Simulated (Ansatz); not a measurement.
# How Ni(110) screens a field, part 2 of 3

Wanted: the response of a Ni(110) slab to a perpendicular field.

Ansatz 0.2.0; plane-wave DFT, LDA, Ansatz PAW.

So far. Step 4 (Single point, field -0.05 V/Å): The dipole is -0.0221 e·Å. Step 5 (Atoms held, field 0.1 V/Å): The dipole is 0.0443 e·Å.

**6. Single point, field -0.1 V/Å**

input.yaml

```yaml
crystal:
  lattice:
    - [3.52, 0.0, 0.0]
    - [0.0, 2.4890158698, 0.0]
    - [0.0, 0.0, 24.2225396744]
  atoms:
    - { symbol: Ni, position: [0.5, 0.5, 0.3715547635], spin: 0.7 }
    - { symbol: Ni, position: [0.0, 0.0, 0.4229328581], spin: 0.7 }
    - { symbol: Ni, position: [0.5, 0.5, 0.4743109527], spin: 0.7 }
    - { symbol: Ni, position: [0.0, 0.0, 0.5256890473], spin: 0.7 }
    - { symbol: Ni, position: [0.5, 0.5, 0.5770671419], spin: 0.7 }
    - { symbol: Ni, position: [0.0, 0.0, 0.6284452365], spin: 0.7 }
magnetization:
  spin_polarized: true
kpoints:
  mp_grid: { grid: [14, 20, 1] }
hamiltonian:
  xc: lda
scf:
  occupations: { method: fermi_dirac, width: 0.1 }
  convergence: { dr2_threshold: 1.0e-10 }
efield:
  axis: 3
  dipole_correction: true
  ramp_position: 0.97
  ramp_width: 0.06
  amplitude: -0.1
output:
  forces: true
  write_potential: true
  write_density: true
  volumetric_format: npy
```

Started as:

```
$ ansatz run input.yaml --threads 4 --pin off --max-ram 6144MiB --backend cpu --events-out ev --progress --plain --runs-dir out
```

Log:

```text
[...]
Crystal: 6 atoms, lattice volume = 212.222 Å³
Basis set: ecut = 420 eV, 4127 PW (Γ)
Bands: 68, of which v1, the nominal top of the filled ones, is band 54 counted from 1 (53 counted from 0)
Symmetry: 4 space group operations
k-points: 88 of 280
[...]
Starting moments: Σ|m| = 4.2 μB on 6 of 6 sites
[...]
k-point 1 ↑: bands = [... 50 lower, 1.2476, 1.2995, 1.3596, 1.3763, 1.5351, 1.6090, 1.6635, 2.4335, ... 10 higher]
  k-point 2 ↑: bands = [... 50 lower, 1.2816, 1.2908, 1.2976, 1.3728, 1.5186, 1.5725, 1.6773, 2.5608, ... 10 higher]
  k-point 87 ↓: bands = [... 50 lower, 2.3440, 2.3443, 2.4197, 2.4202, 3.2506, 3.2510, 5.5500, 5.5511, ... 10 higher]
[key lines of the parts left out:]
SCF converged after 21 iterations
Magnetization: 3.9641 μB (55.9821 up, 52.0179 down)
Free energy (F): -34636.777541 eV
Fermi energy:    2.131229 eV
Dipole field:    D = -0.037738 V/Å  (p = -0.044259 e·Å, saw-weighted, corrected)
```

Wall time 79 s (4 threads of Intel Xeon 6975P-C (Granite Rapids), shared host); peak memory 1.8 GiB.

The dipole is -0.0443 e·Å.

**7. Atoms held, field 0.2 V/Å**

input.yaml: that of step 6 with these lines changed.

```diff
@@ -26,3 +26,3 @@
   ramp_width: 0.06
-  amplitude: -0.1
+  amplitude: 0.2
 output:
```

Log:

```text
[...]
Crystal: 6 atoms, lattice volume = 212.222 Å³
Basis set: ecut = 420 eV, 4127 PW (Γ)
Bands: 68, of which v1, the nominal top of the filled ones, is band 54 counted from 1 (53 counted from 0)
Symmetry: 4 space group operations
k-points: 88 of 280
[...]
Starting moments: Σ|m| = 4.2 μB on 6 of 6 sites
[...]
k-point 1 ↑: bands = [... 50 lower, 1.2454, 1.2972, 1.3573, 1.3740, 1.5328, 1.6067, 1.6612, 2.4309, ... 10 higher]
  k-point 2 ↑: bands = [... 50 lower, 1.2793, 1.2885, 1.2953, 1.3705, 1.5162, 1.5703, 1.6750, 2.5581, ... 10 higher]
  k-point 87 ↓: bands = [... 50 lower, 2.3415, 2.3421, 2.4172, 2.4181, 3.2482, 3.2490, 5.5472, 5.5495, ... 10 higher]
[key lines of the parts left out:]
SCF converged after 22 iterations
Magnetization: 3.9641 μB (55.9821 up, 52.0179 down)
Free energy (F): -34636.784180 eV
Fermi energy:    2.128953 eV
Dipole field:    D = 0.075491 V/Å  (p = 0.088537 e·Å, saw-weighted, corrected)
```

The job ended after 80 s (4 threads; peak memory 1.8 GiB; 4.9 min of CPU time).

The dipole is 0.0885 e·Å.

**8. Single point, field -0.2 V/Å**

input.yaml: that of step 7 with these lines changed.

```diff
@@ -26,3 +26,3 @@
   ramp_width: 0.06
-  amplitude: 0.2
+  amplitude: -0.2
 output:
```

Log:

```text
[...]
Crystal: 6 atoms, lattice volume = 212.222 Å³
Basis set: ecut = 420 eV, 4127 PW (Γ)
Bands: 68, of which v1, the nominal top of the filled ones, is band 54 counted from 1 (53 counted from 0)
Symmetry: 4 space group operations
k-points: 88 of 280
[...]
Starting moments: Σ|m| = 4.2 μB on 6 of 6 sites
[...]
k-point 1 ↑: bands = [... 50 lower, 1.2454, 1.2972, 1.3573, 1.3740, 1.5328, 1.6067, 1.6612, 2.4309, ... 10 higher]
  k-point 2 ↑: bands = [... 50 lower, 1.2793, 1.2885, 1.2953, 1.3705, 1.5162, 1.5702, 1.6750, 2.5581, ... 10 higher]
  k-point 87 ↓: bands = [... 50 lower, 2.3415, 2.3421, 2.4172, 2.4181, 3.2482, 3.2490, 5.5472, 5.5495, ... 10 higher]
[key lines of the parts left out:]
SCF converged after 20 iterations
Magnetization: 3.9641 μB (55.9821 up, 52.0179 down)
Free energy (F): -34636.784180 eV
Fermi energy:    2.128953 eV
Dipole field:    D = -0.075492 V/Å  (p = -0.088538 e·Å, saw-weighted, corrected)
```

It took 77 s on 4 threads; peak memory 1.8 GiB; 4.7 min of CPU time.

The dipole is -0.0885 e·Å.

**9. Single point, field 0.4 V/Å**

input.yaml: that of step 8 with these lines changed.

```diff
@@ -26,3 +26,3 @@
   ramp_width: 0.06
-  amplitude: -0.2
+  amplitude: 0.4
 output:
@@ -32 +32,2 @@
   volumetric_format: npy
+  elf: true
```

Log:

```text
[...]
Crystal: 6 atoms, lattice volume = 212.222 Å³
Basis set: ecut = 420 eV, 4127 PW (Γ)
Bands: 68, of which v1, the nominal top of the filled ones, is band 54 counted from 1 (53 counted from 0)
Symmetry: 4 space group operations
k-points: 88 of 280
[...]
Starting moments: Σ|m| = 4.2 μB on 6 of 6 sites
[...]
k-point 1 ↑: bands = [... 50 lower, 1.2361, 1.2878, 1.3478, 1.3648, 1.5235, 1.5974, 1.6520, 2.4200, ... 10 higher]
  k-point 2 ↑: bands = [... 50 lower, 1.2699, 1.2791, 1.2861, 1.3611, 1.5067, 1.5610, 1.6657, 2.5471, ... 10 higher]
  k-point 87 ↓: bands = [... 50 lower, 2.3319, 2.3332, 2.4076, 2.4094, 3.2387, 3.2405, 5.5372, 5.5417, ... 10 higher]
[key lines of the parts left out:]
SCF converged after 21 iterations
Magnetization: 3.9641 μB (55.9820 up, 52.0180 down)
Free energy (F): -34636.810753 eV
Fermi energy:    2.119714 eV
Dipole field:    D = 0.151108 V/Å  (p = 0.177222 e·Å, saw-weighted, corrected)
```

Elapsed: 78 s, on 4 threads; peak memory 1.8 GiB.

Running mean over 1.245 Å of the planar mean, with the applied field; the ramp of the sawtooth is left out. Electron's electrostatic potential energy less the Fermi level against z:

```
z (Å)  electron's electrostatic potential energy less the Fermi level (eV)
    3                                                                 3.07
    4                                                                 3.47
    5                                                                 3.86
    6                                                                 4.24
    7                                                                 4.37
    8                                                                 1.16
    9                                                                -8.76
   10                                                                -10.0
   11                                                                -10.2
   12                                                                -10.2
   13                                                                -10.2
   14                                                                -10.1
   15                                                                -9.50
   16                                                                -1.12
   17                                                                 4.64
   18                                                                 5.38
   19                                                                 5.80
   20                                                                 6.21
   21                                                                 6.61
```

The dipole is 0.177 e·Å.

**10. The response**

This step: plane-wave DFT, LDA, Ansatz PAW; screening of a field by a metal slab (Ansatz 0.2.0).

The dipoles give the slope, and the difference of two potentials shows where the field is screened.

This step gave:

```
equivalent conductor thickness p/(ε₀AE)      : 9.141 Å
distance between the outer atoms             : 6.223 Å
image plane, upper face                      : 1.451 Å
induced electrons on the upper face over ε₀E : -1.002
image plane, lower face                      : 1.451 Å
induced electrons on the lower face over ε₀E : 1.002
```

Table of dipole of the cell by applied field:

```csv
applied field (V/Å),dipole of the cell (e·Å)
-0.200,-0.0885
-0.100,-0.0443
-0.050,-0.0221
0.000,4.4e-7
0.050,0.0221
0.100,0.0443
0.200,0.0885
0.400,0.177
```

The total moment stays at 3.96 μB for applied field from -0.2 to 0.4 V/Å.

Local field over the applied field, running mean. From the potentials at -0.05 and 0.05 V/Å; running mean over 1.245 Å. Table of local field over applied field by z:

z (Å), local field over applied field and a bar from the least value:
```
        5      0.995 ##############################
        6      0.964 #############################
        7      0.795 ########################
        8      0.302 #########
        9     -0.019 
       10      0.004 #
       11     -0.001 #
       12     -0.002 #
       13     -0.002 #
       14      0.006 #
       15     -0.020 
       16      0.184 ######
       17      0.715 ######################
       18      0.945 ############################
       19      0.992 ##############################
       20      0.999 ##############################
```

Electrons, planar mean, per unit field. Table of induced electron density by z:

```
z (Å)  induced electron density (e/Å³ per V/Å)
 4.04                                   5.8e-6
 4.49                                   1.5e-5
 4.93                                   3.8e-5
 5.38                                   9.5e-5
 5.83                                   2.3e-4
 6.28                                   5.1e-4
 6.73                                  0.00108
 7.03                                  0.00167
 7.48                                  0.00287
 7.92                                  0.00394
 8.37                                  0.00293
 8.82                                  -3.8e-4
 9.27                                  -3.4e-4
 9.72                                  -3.0e-4
10.17                                   1.0e-4
10.62                                   6.0e-5
11.06                                   8.0e-5
11.51                                   4.0e-5
11.96                                   2.0e-5
12.26                                  -2.0e-5
12.71                                  -4.0e-5
13.16                                  -8.0e-5
13.61                                  -6.0e-5
14.06                                  -1.0e-4
14.50                                   3.0e-4
14.95                                   3.4e-4
15.40                                   3.8e-4
15.85                                 -0.00293
16.30                                 -0.00394
16.75                                 -0.00287
17.20                                 -0.00167
17.49                                 -0.00108
17.94                                  -5.1e-4
18.39                                  -2.3e-4
18.84                                  -9.5e-5
19.29                                  -3.8e-5
19.74                                  -1.5e-5
20.19                                  -5.8e-6
```

By hand: between -0.05 and 0.05 V/Å the dipole changes by 0.04426 e·Å, a slope of 0.4426 e·Å²/V. A perfect conductor of thickness t has p = ε₀AEt, so t = 180.95 × 0.4426 / 8.761 = 9.14 Å (e/ε₀ = 180.95 V·Å, A in Å²). Less the 6.22 Å between the outer atoms, and halved, that puts each image plane 1.46 Å out.

The induced dipole is that of a conductor 9.14 Å thick.

**11. The same run with other settings**

This step: plane-wave DFT, LDA, Ansatz PAW (Ansatz 0.2.0).

An input spoilt on purpose, to show how the run answers: it repeats the earlier run at 0.05 V/Å with efield.ramp_width from 0.06 to 0.9, and scf.max_iter set to 80.

input.yaml: that of step 9 with these lines changed.

```diff
@@ -21,2 +21,3 @@
   convergence: { dr2_threshold: 1.0e-10 }
+  max_iter: 80
 efield:
@@ -25,4 +26,4 @@
   ramp_position: 0.97
-  ramp_width: 0.06
-  amplitude: 0.4
+  ramp_width: 0.9
+  amplitude: 0.05
 output:
@@ -32,2 +33 @@
   volumetric_format: npy
-  elf: true
```

Log:

```text
Engine: ansatz 0.2.0, x86_64-unknown-linux-gnu
Pseudopotentials: kind: paw
Pseudopotential: Ni, paw, valence charge 18, recommended cutoff 420 eV (normal), Ni.paw.azcp
Functional definition: SPW92
  exchange = slater_x
  correlation = pw_c
Crystal: 6 atoms, lattice volume = 212.222 Å³
Basis set: ecut = 420 eV, 4127 PW (Γ)
Bands: 68, of which v1, the nominal top of the filled ones, is band 54 counted from 1 (53 counted from 0)
Symmetry: 4 space group operations
k-points: 88 of 280
Non-local potential: Ni, projectors of the file, l = 0: 3, l = 1: 2, l = 2: 3, l = 3: 1
PAW form: soft (Blöchl's): semilocal exchange-correlation on the pseudo side does not see the compensation charge
PAW frozen core: Ni, regenerated for the run's functional, and the local potential with it (the file was generated under x = pbe(κ = 0.804, μ = 0.219515), c = pbe(β = 0.066725))
PAW one-centre angular grid: Ni, 590 points (default); XC on 64 Gauss nodes
Initial density: superposition of atomic densities (neutral atoms: chi_scale 0, normalization atom, screened)
Starting moments: Σ|m| = 4.2 μB on 6 of 6 sites
Initial wavefunctions: pseudopotential atomic-orbital guess
Functional: x = slater, c = lda
Error: efield: ion 0 (Ni) at fractional coordinate 0.3716 along the field axis lies inside the sawtooth ramp with 2 of the planes that the density is read on at each end, [0.9577, 0.8823] — the ramp must sit in vacuum (an ion there feels the fictitious reversed slope); set or move the ramp (efield.ramp_position / ramp_width) or move the geometry
```

The job ended after 0.32 s (4 threads; peak memory 1 GiB).

The program refused the input before any cycle.

The program's message: “Error: efield: ion 0 (Ni) at fractional coordinate 0.3716 along the field axis lies inside the sawtooth ramp with 2 of the planes that the density is read on at each end, [0.9577, 0.8823] — the ramp m …”

The fault put into the input: a ramp so wide that it reaches the atoms.

(Continued in part 3 of 3.)

[Long decimals in the printed logs are rounded to 6 places.]

[Logs are printed without paths, hosts, clocks, repeated set-up lines and the standing remarks that a program may print on its own settings, such as how far it seeks lower states.]

[Hosts, paths, dates, database ids (printed as entryN), source tags and the programs' standing remarks are cut or masked in the printed files.]

[Maps of the electrostatic potential energy from Ansatz leave out the sawtooth potential of an applied field or a dipole correction, so their vacuum need not be flat; planar profiles and work functions include it.]
